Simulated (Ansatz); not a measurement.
# Rh wire along [110], 35 atoms a period: bands along the axis

What gap, if any, does the Rh wire along [110], 35 atoms a period have, and how many channels would it open?

Main program and level: Ansatz 0.2.0; DFT PBE, plane waves, PAW; relaxation of a wire's period; PAW set soft_1, in the first sound run; inputs show where later runs differ.

## (1) Set-up

The cell holds 35 atoms: 35 Rh. Its edges and angles: a = 18.290 Å, b = 20.341 Å, c = 2.708 Å, α = 90.0°, β = 90.0°, γ = 90.0°. Vacuum lies along a and b. The structure's axis is c.

## (2) Relaxation of atoms and period

Band widths follow the bond lengths, so the wire is relaxed first. The atoms and the third cell vector are free; the box across stays fixed as vacuum. A Fermi-Dirac smearing is set since the result may be a metal. The pressure printed is a third of the stress's trace over the whole box, vacuum included; only the stress along the axis is relaxed.

Contents of input.yaml:

```yaml
crystal:
  lattice:
    - [18.29, 0.0, 0.0]
    - [0.0, 20.341, 0.0]
    - [0.0, 0.0, 2.7082189719]
  atoms:
    - { symbol: Rh, position: [0.290595954, 0.366861435, 0.0] }
    - { symbol: Rh, position: [0.290595954, 0.233720539, 0.0] }
    - { symbol: Rh, position: [0.290595954, 0.500002332, 0.0] }
    - { symbol: Rh, position: [0.5, 0.366861435, 0.0] }
    - { symbol: Rh, position: [0.5, 0.233720539, 0.0] }
    - { symbol: Rh, position: [0.5, 0.500002332, 0.0] }
    - { symbol: Rh, position: [0.709404046, 0.366861435, 0.0] }
    - { symbol: Rh, position: [0.709404046, 0.233720539, 0.0] }
    - { symbol: Rh, position: [0.709404046, 0.500002332, 0.0] }
    - { symbol: Rh, position: [0.185893931, 0.300290987, 0.5] }
    - { symbol: Rh, position: [0.185893931, 0.433431884, 0.5] }
    - { symbol: Rh, position: [0.185893931, 0.56657278, 0.5] }
    - { symbol: Rh, position: [0.185893931, 0.699713676, 0.5] }
    - { symbol: Rh, position: [0.395297977, 0.167150091, 0.5] }
    - { symbol: Rh, position: [0.395297977, 0.300290987, 0.5] }
    - { symbol: Rh, position: [0.395297977, 0.433431884, 0.5] }
    - { symbol: Rh, position: [0.395297977, 0.56657278, 0.5] }
    - { symbol: Rh, position: [0.395297977, 0.699713676, 0.5] }
    - { symbol: Rh, position: [0.395297977, 0.832854573, 0.5] }
    - { symbol: Rh, position: [0.604702023, 0.167150091, 0.5] }
    - { symbol: Rh, position: [0.604702023, 0.300290987, 0.5] }
    - { symbol: Rh, position: [0.604702023, 0.433431884, 0.5] }
    - { symbol: Rh, position: [0.604702023, 0.56657278, 0.5] }
    - { symbol: Rh, position: [0.604702023, 0.699713676, 0.5] }
    - { symbol: Rh, position: [0.604702023, 0.832854573, 0.5] }
    - { symbol: Rh, position: [0.814106069, 0.300290987, 0.5] }
    - { symbol: Rh, position: [0.814106069, 0.433431884, 0.5] }
    - { symbol: Rh, position: [0.814106069, 0.56657278, 0.5] }
    - { symbol: Rh, position: [0.814106069, 0.699713676, 0.5] }
    - { symbol: Rh, position: [0.290595954, 0.633143228, 0.0] }
    - { symbol: Rh, position: [0.290595954, 0.766284124, 0.0] }
    - { symbol: Rh, position: [0.5, 0.633143228, 0.0] }
    - { symbol: Rh, position: [0.5, 0.766284124, 0.0] }
    - { symbol: Rh, position: [0.709404046, 0.633143228, 0.0] }
    - { symbol: Rh, position: [0.709404046, 0.766284124, 0.0] }
kpoints:
  mp_grid: { grid: [1, 1, 30] }
scf:
  occupations: { method: fermi_dirac, width: 0.05 }
hamiltonian:
  xc: pbe
  pseudopotentials: { kind: paw, azcp: { folder: soft_1 } }
relax:
  cell: { fix: [a, b, alpha, beta, gamma] }
  max_steps: 45
  f_tol: 0.03
```

Started as:

```console
$ ansatz run input.yaml --threads 16 --pin off --max-ram 61440MiB --backend cuda --events-out ev --progress --plain --runs-dir out --max-vram 78GiB
```

Numbers of over 12 decimals in the logs are rounded to 6 here.

The program printed:

```text
Engine: ansatz 0.2.0, aarch64-unknown-linux-gnu
Pseudopotentials: kind: paw
Pseudopotential: Rh, paw, valence charge 17, recommended cutoff 420 eV (normal), soft_1/Rh.paw.azcp
Functional definition: PBE
  parameter kappa = 0.804
  parameter beta = 0.066725
  exchange = pbe_x(kappa = kappa, mu = beta*pi^2/3)
  correlation = pbe_c(beta = beta)
[...]
Crystal: 35 atoms, lattice volume = 1007.557 Å³
Basis set: ecut = 420 eV, 19795 PW (Γ), exchange–correlation on 250×288×40 points (8 copies of the dense FFT grid, shifted against one another)
Bands: 357, of which v1, the nominal top of the filled ones, is band 298 counted from 1 (297 counted from 0)
Symmetry: 8 space group operations
Space group: Pmmm (ITA 47), of the structure as read, at distance tolerance 1.0e-4 Å
k-points: 16 of 30
Non-local potential: Rh, projectors of the file, l = 0: 3, l = 1: 2, l = 2: 2, l = 3: 1
PAW form: soft (Blöchl's): semilocal exchange-correlation on the pseudo side does not see the compensation charge
PAW one-centre angular grid: Rh, 590 points (default); XC on 64 Gauss nodes
Initial density: superposition of atomic densities (neutral atoms: chi_scale 0, normalization atom)
Initial wavefunctions: pseudopotential atomic-orbital guess
[...]
Functional: x = pbe(κ = 0.804, μ = 0.219515), c = pbe(β = 0.066725)
SCF iter   1: F=—  HF=-224098.633897 eV  |F-HF|=—  |Δ(HF+E_count)|=         —  Δρ=6.82e-2  dr2=6.92e1  ethr=3.10e-3  ⟨swp⟩=6.7  Hψ=19999  notcnv=0  defer=237
preconditioner: auto → LDOS  [metal: Δε(μ)=0.007 eV  Ē_g=5.199 eV  σ=0.050 eV  W_gap=0.03  n_scr=240 (ndim 8)  ℏωp=20.8 eV  f_vac=0.429  D(μ)=50.78/eV (n_scr^D=492)  β→1.0]
SCF iter   2: F=—  HF=-224110.155852 eV  |F-HF|=—  |Δ(HF+E_count)|=    1.15e1  Δρ=8.86e-2  dr2=1.01e2  ethr=3.10e-3  ⟨swp⟩=3.6  Hψ=15052  notcnv=0  defer=360
[...]
SCF iter  12: F=-224082.933574 eV  HF=-224082.933574 eV  |F-HF|=3.03e-8  |Δ(HF+E_count)|=   2.89e-8  Δρ=1.30e-6  dr2=4.49e-8  ethr=1.68e-11  ⟨swp⟩=4.2  Hψ=17535  notcnv=0
SCF 1 converged in 12 iterations: F = -224082.933574 eV  dr2 = 4.49e-8
  greatest PAW one-centre occupation: 1.000 electrons in one spin orbital (limit 2), on the Rh atom at site 5 (counted from 0), in its partial waves of l = 0
relax step   1: F+E_penalty+E_count = -224082.93357408 eV  Δ(F+E_penalty+E_count) = +0.000e0 eV  max|allowed force component| = 1.090e0 eV/Å  Δτ_max = 0.0000 Å  P = -4.083 GPa  Ω = 1007.557 Å³  fix = [a, b, alpha, beta, gamma]  reactions: a -3.654, b -4.031 GPa  (12 SCF iters, dr2 threshold 1.00e-7 eV, accepted)
[...]
Crystal: 35 atoms, lattice volume = 980.767 Å³
Basis set: ecut = 420 eV, 19291 PW (Γ), exchange–correlation on 250×288×40 points (8 copies of the dense FFT grid, shifted against one another)
[...]
SCF iter   1: F=—  HF=-224083.928505 eV  |F-HF|=—  |Δ(HF+E_count)|=         —  Δρ=2.13e-2  dr2=2.06e1  ethr=3.10e-3  ⟨swp⟩=6.0  Hψ=19088  notcnv=0  defer=301
preconditioner: auto → LDOS  [metal: Δε(μ)=0.007 eV  Ē_g=5.376 eV  σ=0.050 eV  W_gap=0.04  n_scr=228 (ndim 8)  ℏωp=21.0 eV  f_vac=0.449  D(μ)=49.90/eV (n_scr^D=484)  β→1.0]
SCF iter   2: F=—  HF=-224083.546814 eV  |F-HF|=—  |Δ(HF+E_count)|=   3.82e-1  Δρ=7.78e-3  dr2=6.57e-1  ethr=3.10e-3  ⟨swp⟩=2.0  Hψ=8153  notcnv=0  defer=355
[...]
SCF iter   8: F=-224083.436989 eV  HF=-224083.436989 eV  |F-HF|=7.03e-7  |Δ(HF+E_count)|=   2.66e-6  Δρ=1.01e-5  dr2=1.66e-6  ethr=5.88e-10  ⟨swp⟩=5.0  Hψ=20236  notcnv=0
SCF 2 converged in 8 iterations: F = -224083.436989 eV  dr2 = 1.66e-6
  greatest PAW one-centre occupation: 1.000 electrons in one spin orbital (limit 2), on the Rh atom at site 33 (counted from 0), in its partial waves of l = 0
relax step   2: F+E_penalty+E_count = -224083.43698857 eV  Δ(F+E_penalty+E_count) = -5.034e-1 eV  max|allowed force component| = 6.917e-1 eV/Å  Δτ_max = 0.1995 Å  P = +3.242 GPa  Ω = 980.767 Å³  energy of the carried Pulay correction = +8.471e-3 eV  fix = [a, b, alpha, beta, gamma]  reactions: a +2.894, b +2.446 GPa  (8 SCF iters, dr2 threshold 3.50e-6 eV, accepted)
[...]
Crystal: 35 atoms, lattice volume = 994.555 Å³
[...]
iter 1 solved again at ethr=3.55e-4 eV; its pass at ethr=3.10e-3 eV (dr2=2.11e0 eV) is discarded
[...]
SCF 3 converged in 7 iterations: F = -224083.787994 eV  dr2 = 2.00e-6
[...]
SCF 4 converged in 7 iterations: F = -224083.765134 eV  dr2 = 1.74e-7
[...]
SCF 5 converged in 10 iterations: F = -224083.798586 eV  dr2 = 1.43e-10
[...]
SCF 6 converged in 6 iterations: F = -224083.793805 eV  dr2 = 2.50e-10
[...]
SCF converged after 6 iterations
[...]
--- Relaxed structure (5 steps of the walk, 4 accepted, 1 SCFs on fresh bases) ---
  F+E_penalty+E_count = -224083.79380492 eV   max|allowed force component| = 1.883e-2 eV/Å   (the final SCF, on the basis selected at the relaxed cell)
  cell:  # Å, volume = 994.1377 Å³
    - [18.29, 0.0, 0.0]
    - [0.0, 20.341, 0.0]
    - [0.0, 0.0, 2.672148]
  atoms:
    - { symbol: Rh, position: [0.290063, 0.368857, 0.0] }
    - { symbol: Rh, position: [0.290336, 0.237159, 0.0] }
    - { symbol: Rh, position: [0.290522, 0.5, 0.0] }
    - { symbol: Rh, position: [0.5, 0.368011, 0.0] }
    - { symbol: Rh, position: [0.5, 0.231755, 0.0] }
    - { symbol: Rh, position: [0.5, 0.5, 0.0] }
    - { symbol: Rh, position: [0.709937, 0.368857, 0.0] }
    - { symbol: Rh, position: [0.709664, 0.237159, 0.0] }
    - { symbol: Rh, position: [0.709478, 0.5, 0.0] }
    - { symbol: Rh, position: [0.190557, 0.302734, 0.5] }
    - { symbol: Rh, position: [0.188259, 0.435090, 0.5] }
    - { symbol: Rh, position: [0.188259, 0.564910, 0.5] }
    - { symbol: Rh, position: [0.190557, 0.697266, 0.5] }
    - { symbol: Rh, position: [0.392629, 0.174393, 0.5] }
    - { symbol: Rh, position: [0.396337, 0.301732, 0.5] }
    - { symbol: Rh, position: [0.394703, 0.432934, 0.5] }
    - { symbol: Rh, position: [0.394703, 0.567066, 0.5] }
    - { symbol: Rh, position: [0.396337, 0.698268, 0.5] }
    - { symbol: Rh, position: [0.392629, 0.825607, 0.5] }
    - { symbol: Rh, position: [0.607371, 0.174393, 0.5] }
    - { symbol: Rh, position: [0.603663, 0.301732, 0.5] }
    - { symbol: Rh, position: [0.605297, 0.432934, 0.5] }
    - { symbol: Rh, position: [0.605297, 0.567066, 0.5] }
    - { symbol: Rh, position: [0.603663, 0.698268, 0.5] }
    - { symbol: Rh, position: [0.607371, 0.825607, 0.5] }
    - { symbol: Rh, position: [0.809443, 0.302734, 0.5] }
    - { symbol: Rh, position: [0.811741, 0.435090, 0.5] }
    - { symbol: Rh, position: [0.811741, 0.564910, 0.5] }
    - { symbol: Rh, position: [0.809443, 0.697266, 0.5] }
    - { symbol: Rh, position: [0.290063, 0.631143, 0.0] }
    - { symbol: Rh, position: [0.290336, 0.762841, 0.0] }
    - { symbol: Rh, position: [0.5, 0.631989, 0.0] }
    - { symbol: Rh, position: [0.5, 0.768245, 0.0] }
    - { symbol: Rh, position: [0.709937, 0.631143, 0.0] }
    - { symbol: Rh, position: [0.709664, 0.762841, 0.0] }
```

The job ended after 13 s (1 × NVIDIA GB200 with 16 threads of Arm Neoverse V2, shared host; peak memory 1.6 GiB).

Step by step:

```tsv
step	energy less that of the first step (eV)	largest force component (eV/Å)	pressure (GPa)	volume (Å³)
1	0.0000	1.0903	-4.08	1007.56
2	-0.5034	0.6917	3.24	980.77
3	-0.8544	0.1451	-0.32	994.56
4	-0.8316	0.3927	-0.03	994.11
5	-0.8650	0.0187	0.00	994.14
6	-0.8602	0.0188	0.01	994.14
```

The log counts 1 steps on a newly chosen plane-wave basis, not all of them marked here; energy and pressure can jump at such steps. Relaxation step 4 was tried and not accepted.

Forces are held to the 8 operations that the run works with; a distortion that breaks them can't arise in this run.

```tsv
cell as run	before	after	change
c (Å)	2.708	2.672	-1.3 %
```

The atoms that moved most (Å, along periodic axes as changes of fractional coordinates times the final cell, across vacuum about the mean position):

```tsv
atom	dx	dy	dz	length
Rh25	0.049	-0.147	0.000	0.155
Rh19	-0.049	-0.147	0.000	0.155
Rh20	0.049	0.147	0.000	0.155
Rh14	-0.049	0.147	0.000	0.155
Rh26	-0.085	0.050	0.000	0.099
Rh10	0.085	0.050	0.000	0.099
Rh29	-0.085	-0.050	0.000	0.099
Rh13	0.085	-0.050	0.000	0.099
```

Numbers from this step:

```yaml
energy_at_zero_smearing: -224083.5734 eV
cell_length_along_the_wire: 2.672 Å
```

The cell's length comes to 2.672 Å with spin left out.

## (3) Bands of the perfect wire

This step: DFT PBE, plane waves, PAW; bands of a perfect wire; PAW set soft_1 (Ansatz 0.2.0).

At the relaxed period the bands are computed along the axis; those that cross an energy going forward count the channels that a perfect wire would open there.

Contents of input.yaml:

```yaml
crystal:
  lattice:
    - [18.29, 0.0, 0.0]
    - [0.0, 20.341, 0.0]
    - [0.0, 0.0, 2.6721482687]
  atoms:
    - { symbol: Rh, position: [0.290062591, 0.368857354, 0.0] }
    - { symbol: Rh, position: [0.290336013, 0.237158841, 0.0] }
    - { symbol: Rh, position: [0.29052181, 0.5, 0.0] }
    - { symbol: Rh, position: [0.5, 0.36801091, 0.0] }
    - { symbol: Rh, position: [0.5, 0.231755154, 0.0] }
    - { symbol: Rh, position: [0.5, 0.5, 0.0] }
    - { symbol: Rh, position: [0.709937409, 0.368857354, 0.0] }
    - { symbol: Rh, position: [0.709663987, 0.237158841, 0.0] }
    - { symbol: Rh, position: [0.70947819, 0.5, 0.0] }
    - { symbol: Rh, position: [0.190556607, 0.302734157, 0.5] }
    - { symbol: Rh, position: [0.18825931, 0.435089547, 0.5] }
    - { symbol: Rh, position: [0.18825931, 0.564910453, 0.5] }
    - { symbol: Rh, position: [0.190556607, 0.697265843, 0.5] }
    - { symbol: Rh, position: [0.392628682, 0.174393251, 0.5] }
    - { symbol: Rh, position: [0.396337388, 0.301732237, 0.5] }
    - { symbol: Rh, position: [0.394703415, 0.432933589, 0.5] }
    - { symbol: Rh, position: [0.394703415, 0.567066411, 0.5] }
    - { symbol: Rh, position: [0.396337388, 0.698267763, 0.5] }
    - { symbol: Rh, position: [0.392628682, 0.825606749, 0.5] }
    - { symbol: Rh, position: [0.607371318, 0.174393251, 0.5] }
    - { symbol: Rh, position: [0.603662612, 0.301732237, 0.5] }
    - { symbol: Rh, position: [0.605296585, 0.432933589, 0.5] }
    - { symbol: Rh, position: [0.605296585, 0.567066411, 0.5] }
    - { symbol: Rh, position: [0.603662612, 0.698267763, 0.5] }
    - { symbol: Rh, position: [0.607371318, 0.825606749, 0.5] }
    - { symbol: Rh, position: [0.809443393, 0.302734157, 0.5] }
    - { symbol: Rh, position: [0.81174069, 0.435089547, 0.5] }
    - { symbol: Rh, position: [0.81174069, 0.564910453, 0.5] }
    - { symbol: Rh, position: [0.809443393, 0.697265843, 0.5] }
    - { symbol: Rh, position: [0.290062591, 0.631142646, 0.0] }
    - { symbol: Rh, position: [0.290336013, 0.762841159, 0.0] }
    - { symbol: Rh, position: [0.5, 0.63198909, 0.0] }
    - { symbol: Rh, position: [0.5, 0.768244846, 0.0] }
    - { symbol: Rh, position: [0.709937409, 0.631142646, 0.0] }
    - { symbol: Rh, position: [0.709663987, 0.762841159, 0.0] }
kpoints:
  mp_grid: { grid: [1, 1, 30] }
  band_path: { path: ["Γ", Z], npoints: 90 }
scf:
  occupations: { method: fermi_dirac, width: 0.05 }
hamiltonian:
  xc: pbe
  pseudopotentials: { kind: paw, azcp: { folder: soft_1 } }
output:
  dos: { e_range: [-5, 4] }
  write_potential: true
  write_density: true
  volumetric_format: npy
```

The program printed:

```text
[...]
Crystal: 35 atoms, lattice volume = 994.138 Å³
Basis set: ecut = 420 eV, 19559 PW (Γ)
Bands: 357, of which v1, the nominal top of the filled ones, is band 298 counted from 1 (297 counted from 0)
[... 1 set-up line as in the run before ...]
[...]
k-points: 16 of 30
[...]
SCF iter   1: F=—  HF=-224099.442392 eV  |F-HF|=—  |Δ(HF+E_count)|=         —  Δρ=6.88e-2  dr2=6.88e1  ethr=3.10e-3  ⟨swp⟩=7.0  Hψ=20386  notcnv=0  defer=243
[...]
SCF iter   6: F=—  HF=-224083.796027 eV  |F-HF|=—  |Δ(HF+E_count)|=   1.08e-4  Δρ=3.62e-4  dr2=3.80e-3  ethr=4.31e-6  ⟨swp⟩=3.3  Hψ=11186  notcnv=0  defer=382
[...]
SCF iter  10: F=—  HF=-224083.794253 eV  |F-HF|=—  |Δ(HF+E_count)|=   8.85e-7  Δρ=8.41e-6  dr2=1.12e-6  ethr=2.56e-9  ⟨swp⟩=2.1  Hψ=7863  notcnv=0  defer=382
[...]
SCF iter  12: F=-224083.794253 eV  HF=-224083.794253 eV  |F-HF|=1.40e-8  |Δ(HF+E_count)|=   3.64e-8  Δρ=1.22e-6  dr2=3.36e-8  ethr=1.68e-11  ⟨swp⟩=12.3  Hψ=17570  notcnv=0
SCF 1 converged in 12 iterations: F = -224083.794253 eV  dr2 = 3.36e-8
[...]
NSCF: frozen V_eff on 91 k-points
[...]
SCF converged after 12 iterations
[...]
```

It took 14 s on 1 × NVIDIA GB200 with 16 threads; peak memory 3.3 GiB; 2.4 min of CPU time.

Numbers from this step:

```
energy at zero smearing : -224083.5738 eV
band gap                : 0 eV
```

The electronic bands at the labelled points (eV, zero at the Fermi level; # counts the bands kept):

```tsv
point	#45	#46	#47	#48	#49	#50	#51	#52
Γ	-0.17	-0.08	-0.05	-0.01	0.05	0.09	0.12	0.13
halfway	-0.23	-0.20	-0.19	-0.12	-0.01	0.04	0.09	0.10
Z	0.62	0.62	0.65	0.67	0.69	0.70	0.72	0.75
```

Between Γ and Z the bands cross the Fermi level 34 times, so a perfect wire would conduct at least 34 G₀, with spin left out.

## (4) Outcome

```yaml
cell_length_pbe: 2.672 Å
ballistic_conductance_by_band_crossings_a_lower_bound_pbe: 34 G₀
```

What this shows: Under PBE the cell's length is 2.67 Å, and the bands cross the Fermi level 34 times between Γ and Z, which gives a perfect wire at least 34 G₀ (opposite crossings within one step of the path cancel in such a count). No spin was allowed, though thin wires with open d shells can turn magnetic.

[Logs are printed without paths, hosts, clocks, repeated set-up lines and the standing remarks that a program may print on its own settings, such as how far it seeks lower states.]

[Hosts, paths, dates, database ids (printed as entryN), source tags and the programs' standing remarks are cut or masked in the printed files.]
